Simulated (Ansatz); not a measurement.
## S on Hf(0001): change of the work function

Wanted: Δφ(θ) for S/Hf(0001), starting from the fcc site.

Main program and level: Ansatz 0.2.0; plane-wave DFT, PBE, Ansatz PAW.

The raw output is cut from this account; settings, times and results stay.

## Step 1: Starting point

The cell holds 4 atoms: 4 Hf. Its edges and angles: a = 3.200 Å, b = 3.200 Å, c = 25.594 Å, α = 90.0°, β = 90.0°, γ = 60.0°. Vacuum lies along c.

Structure file:

```cif
data_structure
_symmetry_space_group_name_H-M 'P 1'
_symmetry_Int_Tables_number 1
_cell_length_a 3.2000
_cell_length_b 3.2000
_cell_length_c 25.5936
_cell_angle_alpha 90.000
_cell_angle_beta 90.000
_cell_angle_gamma 60.000
_cell_volume 226.97
loop_
_atom_site_label
_atom_site_type_symbol
_atom_site_fract_x
_atom_site_fract_y
_atom_site_fract_z
_atom_site_occupancy
Hf1 Hf 0.66667 0.66667 0.35165 1
Hf2 Hf 0.00000 0.00000 0.45055 1
Hf3 Hf 0.66667 0.66667 0.54945 1
Hf4 Hf 0.00000 0.00000 0.64835 1
```

## Step 2: The clean slab

The bare slab comes first, as the zero from which every change is counted. The two lowest layers are held at bulk places and the upper ones relax. The dipole correction removes the false field that a one-sided slab makes across the periodic vacuum, so each face gets a flat vacuum level of its own.

The input, input.yaml:

```yaml
crystal:
  lattice:
    - [3.2, 0.0, 0.0]
    - [1.6, 2.7712812921, 0.0]
    - [0.0, 0.0, 25.5936]
  atoms:
    - { symbol: Hf, position: [0.6666666667, 0.6666666667, 0.3516504126] }
    - { symbol: Hf, position: [0.0, 0.0, 0.4505501375] }
    - { symbol: Hf, position: [0.6666666667, 0.6666666667, 0.5494498625] }
    - { symbol: Hf, position: [0.0, 0.0, 0.6483495874] }
kpoints:
  mp_grid: { grid: [12, 12, 1] }
hamiltonian:
  xc: pbe
scf:
  occupations: { method: fermi_dirac, width: 0.1 }
  convergence: { dr2_threshold: 1.0e-08 }
efield:
  axis: 3
  dipole_correction: true
  ramp_position: 0.97
  ramp_width: 0.06
relax:
  f_tol: 0.02
  max_steps: 60
  constraints: [{ sites: [0, 1] }]
output:
  write_potential: true
  write_density: true
  volumetric_format: npy
```

Run with:

```console
$ ansatz run input.yaml --threads 4 --pin off --max-ram 16384MiB --backend cpu --events-out ev --progress --plain --runs-dir out
```

It took 38 s on 4 threads of Arm Neoverse V1, shared host; peak memory 0.71 GiB; 2.4 min of CPU time.

Relaxation path:

| step | energy less that of the first step (eV) | largest force component (eV/Å) |
| --- | --- | --- |
| 1 | 0.0000 | 0.8192 |
| 2 | 0.0064 | 1.1135 |
| 3 | -0.0592 | 0.1717 |
| 4 | -0.0611 | 0.0471 |
| 5 | -0.0613 | 0.0017 |

Relaxation step 2 was tried and not accepted.

The run keeps the 6 symmetry operations that the program found, so distortions that break them were not tested.

The atoms that moved most (Å):

| atom | dx | dy | dz | length |
| --- | --- | --- | --- | --- |
| Hf3 | 0.000 | 0.000 | 0.108 | 0.108 |
| Hf4 | 0.000 | 0.000 | -0.043 | 0.043 |

The relaxed structure:

```cif
data_structure
_symmetry_space_group_name_H-M 'P 1'
_symmetry_Int_Tables_number 1
_cell_length_a 3.2000
_cell_length_b 3.2000
_cell_length_c 25.5936
_cell_angle_alpha 90.000
_cell_angle_beta 90.000
_cell_angle_gamma 60.000
_cell_volume 226.97
loop_
_atom_site_label
_atom_site_type_symbol
_atom_site_fract_x
_atom_site_fract_y
_atom_site_fract_z
_atom_site_occupancy
Hf1 Hf 0.66667 0.66667 0.35165 1
Hf2 Hf 0.00000 0.00000 0.45055 1
Hf3 Hf 0.66667 0.66667 0.55369 1
Hf4 Hf 0.00000 0.00000 0.64665 1
```

Numbers from this step:

```yaml
energy_at_zero_smearing: -62883.4700 eV
work_function_upper_face: 4.332 eV
work_function_lower_face: 4.381 eV
dipole_along_the_normal: 0.002372 e·Å
step_between_the_vacuum_levels: -0.04841 eV
```

Running mean over 2.5312 Å of the planar mean; the ramp of the sawtooth is left out. Electron's electrostatic potential energy less the Fermi level against z:

z (Å), electron's electrostatic potential energy less the Fermi level (eV) and a bar from the least value:
```
        3       4.38 ##############################
        4       4.38 ##############################
        5       4.35 ##############################
        6       4.13 #############################
        7       2.31 #########################
        8      -4.04 ##########
        9      -7.41 ##
       10      -7.30 ##
       11      -7.26 ##
       12      -7.07 ##
       13      -6.68 ###
       14      -7.23 ##
       15      -8.07 
       16      -7.96 
       17      -6.75 ###
       18      -0.94 #################
       19       3.51 ############################
       20       4.24 ##############################
       21       4.32 ##############################
       22       4.33 ##############################
```

The relaxation took 5 steps and lowered the energy by 0.061 eV; the largest force on the free atoms ends at 0.0017 eV/Å.

The work function of the upper face is 4.33 eV.

## Step 3: Adsorbate added, k-mesh 4×4×1, coverage 0.111 ML

System of this step: S/Hf(0001). The cell holds 37 atoms: 36 Hf and 1 S. Its edges and angles: a = 9.600 Å, b = 9.600 Å, c = 27.765 Å, α = 90.0°, β = 90.0°, γ = 60.0°. Vacuum lies along c.

The clean slab as it ended is repeated in the plane and the adsorbate is set on one face; the cell's size fixes the coverage, and the k-mesh shrinks with it to keep the sampling density about even. Adsorbate and upper layers relax, since the dipole depends on the height.

The input, input.yaml:

```yaml
crystal:
  lattice:
    - [9.6, 0.0, 0.0]
    - [4.8, 8.3138438763, 0.0]
    - [0.0, 0.0, 27.7647417261]
  atoms:
    - { symbol: Hf, position: [0.2222222222, 0.2222222222, 0.3241521239] }
    - { symbol: Hf, position: [0.0, 0.0, 0.4153181079] }
    - { symbol: Hf, position: [0.2222222222, 0.2222222222, 0.5103886146] }
    - { symbol: Hf, position: [0.0, 0.0, 0.596087531] }
    - { symbol: Hf, position: [0.2222222222, 0.5555555556, 0.3241521239] }
    - { symbol: Hf, position: [0.0, 0.3333333333, 0.4153181079] }
    - { symbol: Hf, position: [0.2222222222, 0.5555555556, 0.5103886146] }
    - { symbol: Hf, position: [0.0, 0.3333333333, 0.596087531] }
[... 25 atom lines left out ...]
    - { symbol: Hf, position: [0.6666666667, 0.6666666667, 0.4153181079] }
    - { symbol: Hf, position: [0.8888888889, 0.8888888889, 0.5103886146] }
    - { symbol: Hf, position: [0.6666666667, 0.6666666667, 0.596087531] }
    - { symbol: S, position: [0.1111111111, 0.1111111111, 0.6758478761] }
kpoints:
  mp_grid: { grid: [4, 4, 1] }
hamiltonian:
  xc: pbe
scf:
  occupations: { method: fermi_dirac, width: 0.1 }
  convergence: { dr2_threshold: 1.0e-08 }
efield:
  axis: 3
  dipole_correction: true
  ramp_position: 0.97
  ramp_width: 0.06
relax:
  f_tol: 0.02
  max_steps: 60
  constraints:
    - { sites: [0, 1, 4, 5, 8, 9, 12, 13, 16, 17, 20, 21, 24, 25, 28, 29, 32, 33] }
output:
  write_potential: true
  write_density: true
  volumetric_format: npy
```

Run time: 34 min. Hardware: 4 threads; peak memory 9.2 GiB.

Relaxation path:

| step | energy less that of the first step (eV) | largest force component (eV/Å) |
| --- | --- | --- |
| 1 | 0.0000 | 3.1029 |
| 2 | -0.7064 | 1.9125 |
| 3 | -0.9708 | 0.3075 |
| 4 | -1.0004 | 0.3036 |
| 5 | -1.0126 | 0.0282 |
| 6 | -1.0130 | 0.0068 |

Forces are held to the 6 operations that the program found; a distortion that breaks them can't arise in this run.

The atoms that moved most (Å):

| atom | dx | dy | dz | length |
| --- | --- | --- | --- | --- |
| S37 | 0.000 | 0.000 | -0.490 | 0.490 |
| Hf4 | -0.064 | -0.037 | 0.066 | 0.099 |
| Hf8 | 0.000 | 0.073 | 0.066 | 0.099 |
| Hf16 | 0.064 | -0.037 | 0.066 | 0.099 |
| Hf3 | -0.012 | -0.007 | 0.039 | 0.041 |
| Hf11 | 0.000 | 0.014 | 0.039 | 0.041 |
| Hf27 | 0.012 | -0.007 | 0.039 | 0.041 |
| Hf32 | -0.032 | 0.019 | -0.002 | 0.037 |

Final coordinates:

```xyz
37
Lattice="9.6000 0.0000 0.0000 4.8000 8.3138 0.0000 0.0000 0.0000 27.7647" Properties=species:S:1:pos:R:3
Hf    3.2000    1.8475    9.0000
Hf    0.0000    0.0000   11.5312
Hf    3.1878    1.8405   14.2095
Hf   -0.0636   -0.0367   16.6161
Hf    4.8000    4.6188    9.0000
Hf    1.6000    2.7713   11.5312
Hf    4.7948    4.6218   14.1561
Hf    1.6000    2.8447   16.6161
Hf    6.4000    7.3901    9.0000
Hf    3.2000    5.5426   11.5312
Hf    6.4000    7.4042   14.2095
Hf    3.1995    5.5429   16.5309
Hf    6.4000    1.8475    9.0000
Hf    3.2000    0.0000   11.5312
Hf    6.4000    1.8415   14.1561
Hf    3.2636   -0.0367   16.6161
Hf    8.0000    4.6188    9.0000
Hf    4.8000    2.7713   11.5312
Hf    8.0052    4.6218   14.1561
Hf    4.8321    2.7898   16.5480
Hf    9.6000    7.3901    9.0000
Hf    6.4000    5.5426   11.5312
Hf    9.6028    7.3884   14.1450
Hf    6.4000    5.5055   16.5480
Hf    9.6000    1.8475    9.0000
Hf    6.4000    0.0000   11.5312
Hf    9.6122    1.8405   14.2095
Hf    6.4000   -0.0006   16.5309
Hf   11.2000    4.6188    9.0000
Hf    8.0000    2.7713   11.5312
Hf   11.2000    4.6221   14.1450
Hf    7.9679    2.7898   16.5480
Hf   12.8000    7.3901    9.0000
Hf    9.6000    5.5426   11.5312
Hf   12.7972    7.3884   14.1450
Hf    9.6005    5.5429   16.5309
S     1.6000    0.9238   18.2742
```

Numbers from this step:

- energy at zero smearing: -566856.8233 eV
- work function, upper face: 4.410 eV
- work function, lower face: 4.374 eV
- dipole along the normal: -0.01570 e·Å
- step between the vacuum levels: 0.03561 eV

Running mean over 2.5312 Å of the planar mean; the ramp of the sawtooth is left out. Electron's electrostatic potential energy less the Fermi level against z:

z (Å), electron's electrostatic potential energy less the Fermi level (eV) and a bar from the least value:
```
        4       4.37 ##############################
        5       4.35 ##############################
        6       4.12 #############################
        7       2.30 #########################
        8      -4.04 ##########
        9      -7.41 #
       10      -7.30 ##
       11      -7.26 ##
       12      -7.08 ##
       13      -6.68 ###
       14      -7.21 ##
       15      -7.96 
       16      -7.88 
       17      -7.06 ##
       18      -1.65 ###############
       19       2.94 ##########################
       20       4.16 #############################
       21       4.39 ##############################
       22       4.41 ##############################
       23       4.41 ##############################
       24       4.41 ##############################
```

The relaxation took 6 steps and lowered the energy by 1.0 eV; the largest force on the free atoms ends at 0.0068 eV/Å.

The covered face has 4.41 eV, +0.08 eV against the clean one; the bare back face has moved by -0.01 eV, a measure of how thin the slab is.

## Step 4: Adsorbate added, k-mesh 6×6×1, coverage 0.25 ML

System of this step: S/Hf(0001). The cell holds 17 atoms: 16 Hf and 1 S. Cell: a = 6.400 Å, b = 6.400 Å, c = 27.765 Å, α = 90.0°, β = 90.0°, γ = 60.0°. Vacuum lies along c.

Another coverage, to see how the dipoles act on each other as their distance changes.

The input, input.yaml:

```yaml
crystal:
  lattice:
    - [6.4, 0.0, 0.0]
    - [3.2, 5.5425625842, 0.0]
    - [0.0, 0.0, 27.7647417261]
  atoms:
    - { symbol: Hf, position: [0.3333333333, 0.3333333333, 0.3241521239] }
    - { symbol: Hf, position: [0.0, 0.0, 0.4153181079] }
    - { symbol: Hf, position: [0.3333333333, 0.3333333333, 0.5103886146] }
    - { symbol: Hf, position: [0.0, 0.0, 0.596087531] }
    - { symbol: Hf, position: [0.3333333333, 0.8333333333, 0.3241521239] }
    - { symbol: Hf, position: [0.0, 0.5, 0.4153181079] }
    - { symbol: Hf, position: [0.3333333333, 0.8333333333, 0.5103886146] }
    - { symbol: Hf, position: [0.0, 0.5, 0.596087531] }
    - { symbol: Hf, position: [0.8333333333, 0.3333333333, 0.3241521239] }
    - { symbol: Hf, position: [0.5, 0.0, 0.4153181079] }
    - { symbol: Hf, position: [0.8333333333, 0.3333333333, 0.5103886146] }
    - { symbol: Hf, position: [0.5, 0.0, 0.596087531] }
    - { symbol: Hf, position: [0.8333333333, 0.8333333333, 0.3241521239] }
    - { symbol: Hf, position: [0.5, 0.5, 0.4153181079] }
    - { symbol: Hf, position: [0.8333333333, 0.8333333333, 0.5103886146] }
    - { symbol: Hf, position: [0.5, 0.5, 0.596087531] }
    - { symbol: S, position: [0.1666666667, 0.1666666667, 0.6758478761] }
kpoints:
  mp_grid: { grid: [6, 6, 1] }
hamiltonian:
  xc: pbe
scf:
  occupations: { method: fermi_dirac, width: 0.1 }
  convergence: { dr2_threshold: 1.0e-08 }
efield:
  axis: 3
  dipole_correction: true
  ramp_position: 0.97
  ramp_width: 0.06
relax:
  f_tol: 0.02
  max_steps: 60
  constraints: [{ sites: [0, 1, 4, 5, 8, 9, 12, 13] }]
output:
  dos: { projected: true, e_range: [-8, 4] }
  write_potential: true
  write_density: true
  volumetric_format: npy
  elf: true
```

Wall time 8.3 min (4 threads); peak memory 5.5 GiB.

Step by step:

| step | energy less that of the first step (eV) | largest force component (eV/Å) |
| --- | --- | --- |
| 1 | 0.0000 | 3.1534 |
| 2 | -0.6981 | 1.9435 |
| 3 | -0.9522 | 0.2677 |
| 4 | -0.9520 | 0.5473 |
| 5 | -0.9765 | 0.0704 |
| 6 | -0.9794 | 0.0075 |

Relaxation step 4 was tried and not accepted.

The run keeps the 6 symmetry operations that the program found, so distortions that break them were not tested.

The atoms that moved most (Å):

| atom | dx | dy | dz | length |
| --- | --- | --- | --- | --- |
| S17 | 0.000 | 0.000 | -0.484 | 0.484 |
| Hf8 | 0.000 | 0.056 | 0.049 | 0.074 |
| Hf4 | -0.048 | -0.028 | 0.049 | 0.074 |
| Hf12 | 0.048 | -0.028 | 0.049 | 0.074 |
| Hf15 | 0.000 | 0.000 | -0.037 | 0.037 |
| Hf16 | 0.000 | 0.000 | -0.035 | 0.035 |
| Hf3 | -0.015 | -0.009 | 0.005 | 0.018 |
| Hf11 | 0.015 | -0.009 | 0.005 | 0.018 |

The relaxed structure:

```xyz
17
Lattice="6.4000 0.0000 0.0000 3.2000 5.5426 0.0000 0.0000 0.0000 27.7647" Properties=species:S:1:pos:R:3
Hf    3.2000    1.8475    9.0000
Hf    0.0000    0.0000   11.5312
Hf    3.1847    1.8387   14.1760
Hf   -0.0483   -0.0279   16.5992
Hf    4.8000    4.6188    9.0000
Hf    1.6000    2.7713   11.5312
Hf    4.8000    4.6364   14.1760
Hf    1.6000    2.8271   16.5992
Hf    6.4000    1.8475    9.0000
Hf    3.2000    0.0000   11.5312
Hf    6.4153    1.8387   14.1760
Hf    3.2483   -0.0279   16.5992
Hf    8.0000    4.6188    9.0000
Hf    4.8000    2.7713   11.5312
Hf    8.0000    4.6188   14.1336
Hf    4.8000    2.7713   16.5150
S     1.6000    0.9238   18.2806
```

Numbers from this step:

| Property | Result |
| --- | --- |
| energy at zero smearing | -252439.4534 eV |
| work function, upper face | 4.568 eV |
| work function, lower face | 4.370 eV |
| dipole along the normal | -0.03886 e·Å |
| step between the vacuum levels | 0.1983 eV |

The density of states has structure finer than the step of the table below, so its rows give means over 0.25 eV. Peaks (eV: height): -4.090: 47.2, -0.960: 40.6, -0.810: 54.0, 0.630: 40.0, 1.110: 47.1, 1.200: 42.1, 1.470: 37.8.

Density of states against energy, zero at the Fermi level; means over each step:

energy (eV), density of states (states/eV a cell) and a bar:
```
    -7.00        0.0 
    -6.75        0.6 #
    -6.50        1.0 #
    -6.25        1.1 #
    -6.00        1.1 #
    -5.75        2.1 ##
    -5.50        3.1 ####
    -5.25        2.5 ###
    -5.00        2.5 ###
    -4.75        3.6 ####
    -4.50        4.9 #####
    -4.25        5.3 ######
    -4.00       14.1 ################
    -3.75        8.1 #########
    -3.50       11.5 #############
    -3.25        7.1 ########
    -3.00       12.8 ##############
    -2.75        8.8 ##########
    -2.50       13.8 ###############
    -2.25       12.2 ##############
    -2.00       19.2 #####################
    -1.75        9.5 ###########
    -1.50       14.2 ################
    -1.25       17.9 ####################
    -1.00       23.4 ##########################
    -0.75       24.8 ############################
    -0.50       13.6 ###############
    -0.25       18.3 ####################
     0.00       24.0 ###########################
     0.25       21.9 #########################
     0.50       24.2 ###########################
     0.75       22.5 #########################
     1.00       26.7 ##############################
     1.25       24.4 ###########################
     1.50       20.2 #######################
     1.75       18.8 #####################
```

Projected DOS per atom over height of the atomic layer and energy from the Fermi level. Layers: Hf4 Hf4 Hf4 Hf4 S from below.

Ten even steps from '_' (0.00 states/eV) to '@' (3.24 states/eV), each cell a mean:
```
--====--__
----==++__
++==----__
++--::==__
++::::==__
--::::--__
==++====__
--::::::__
..::--::::
::::::::::
..::......
..::....::
........##
______::@@
________..
__________
__________
__________
__________
__________
__________
__________
```
Columns: height of the atomic layer (Å) from 9 to 18.3 (not evenly spaced); rows upwards: energy from the Fermi level (eV) from -7.96 to 1.95.

Valence density in the ca plane at fractional y = 0.000, with atoms of Hf within 0.2 Å of it. It is the smooth field of the valence electrons, not physical close to the nuclei.

Ten steps, logarithmic in the rise over the least value, from '0' (0 e/Å³) to '9' (29 e/Å³), each cell a mean:
```
11126897411111111369973100000000000000000000
11113664211111111146652000000000000000000000
11111221101112111112321000000000000000000000
21111111001122211111110000000000000000000000
21111111001122211111110000000000000000000000
11111221101112111113321000000000000000000000
11114664211111111146752000000000000000000000
11126997411111111369973100000000000000000000
11137998411111111379984100000000000000000000
11125786311111111257752100000000000000000000
11112443110111111123321111000000000000000000
11111111101122211111111121100000000000000000
21111110001123211100111222100000000000000000
11111111101122211111111121100000000000000000
11112443110111111123421111000000000000000000
11125786311111111257762100000000000000000000
11137998411111111379984100000000000000000000
```
Columns run along c (16.0 Å, from fractional 0.34 to 0.92 of the cell), rows up along a (6.4 Å). Atoms in or near the plane, at fractional coordinates: Hf at (0.42, 0.00), Hf at (0.60, 0.99), Hf at (0.42, 0.50), Hf at (0.60, 0.51).

Electrostatic potential energy in the ca plane at fractional y = 0.000, with atoms of Hf within 0.2 Å of it. With pseudopotentials it is smooth inside the atoms' cores, unlike the true potential.

Ten even steps from '0' (-36 eV) to '9' (9 eV), each cell a mean:
```
99851000479999998500004789999999999999999999
88874113688888888631026899999999999999999999
78887667888876788875568899999999999999999999
68898888998755678988889999999999999999999999
68898888998755678988889999999999999999999999
78887656888876788875568899999999999999999999
88874112688888888631026899999999999999999999
99851000379999998500004789999999999999999999
99850010379999998500103789999999999999999999
99862001589988898620015899999999999999999999
88886435788877788864457889999999999999999999
68888778898765678888788878999999999999999999
67899888998754578998888877899999999999999999
68888778898765678887788888999999999999999999
88886335788877788864457889999999999999999999
99862001589988998620015899999999999999999999
99850010379999998500103789999999999999999999
```
Columns run along c (16.0 Å, from fractional 0.34 to 0.92 of the cell; values clipped at the 3rd and 97th percentile), rows up along a (6.4 Å). Atoms in or near the plane, at fractional coordinates: Hf at (0.42, 0.00), Hf at (0.60, 0.99), Hf at (0.42, 0.50), Hf at (0.60, 0.51).

ELF in the ca plane at fractional y = 0.000, with atoms of Hf within 0.2 Å of it. It is the smooth field of the valence electrons, not physical close to the nuclei.

Ten even steps from '0' (0.00) to '9' (0.84), each cell a mean:
```
76338999525767873389995100000000000000000000
44324785224333443258862100000000000000000000
22322222233122223222322221000000000000000000
21354223442133213432234543100000000000000000
21354223442133213432234543100000000000000000
22322232233122223223322221000000000000000000
45324786224333453258873100000000000000000000
77338999525777873389995100000000000000000000
87348999625788983389995112211000000000000000
56326998324545664269973256643100000000000000
23322553123212234224422689875210000000000000
22342222342123213422126899986310000000000000
21354323452134312442237999986420000000000000
22342222342123213322126899986310000000000000
23322553123222234224422689875210000000000000
66326998324545664269973256642100000000000000
87348999625788983389995112211000000000000000
```
Columns run along c (16.0 Å, from fractional 0.34 to 0.92 of the cell), rows up along a (6.4 Å). Atoms in or near the plane, at fractional coordinates: Hf at (0.42, 0.00), Hf at (0.60, 0.99), Hf at (0.42, 0.50), Hf at (0.60, 0.51).

The relaxation took 6 steps and lowered the energy by 0.98 eV; the largest force on the free atoms ends at 0.0075 eV/Å.

By hand: a sheet of dipoles makes a step −p/(ε₀A) in the electron's potential. With e/ε₀ = 180.95 V·Å, p = -0.03886 e·Å and A = 35.47 Å², that is −180.95 × (-0.03886) / 35.47 = +0.198 eV, and the two vacuum levels of the run differ by +0.198 eV.

The covered face has 4.57 eV, +0.24 eV against the clean one; the bare back face has moved by -0.01 eV, a measure of how thin the slab is.

(Continued in part 2 of 2.)

[Long decimals in the printed logs are rounded to 6 places.]

[Logs are printed without paths, hosts, clocks, repeated set-up lines and the standing remarks that a program may print on its own settings, such as how far it seeks lower states.]

[Hosts, paths, dates, database ids (printed as entryN), source tags and the programs' standing remarks are cut or masked in the printed files.]

[Maps of the electrostatic potential energy from Ansatz leave out the sawtooth potential of an applied field or a dipole correction, so their vacuum need not be flat; planar profiles and work functions include it.]

[The density of states shown here was stored with 400 of the rows of the run's finer table, so its peaks can read low, often by over a quarter, or be missed, and its means over a window can be off by a tenth or more.]
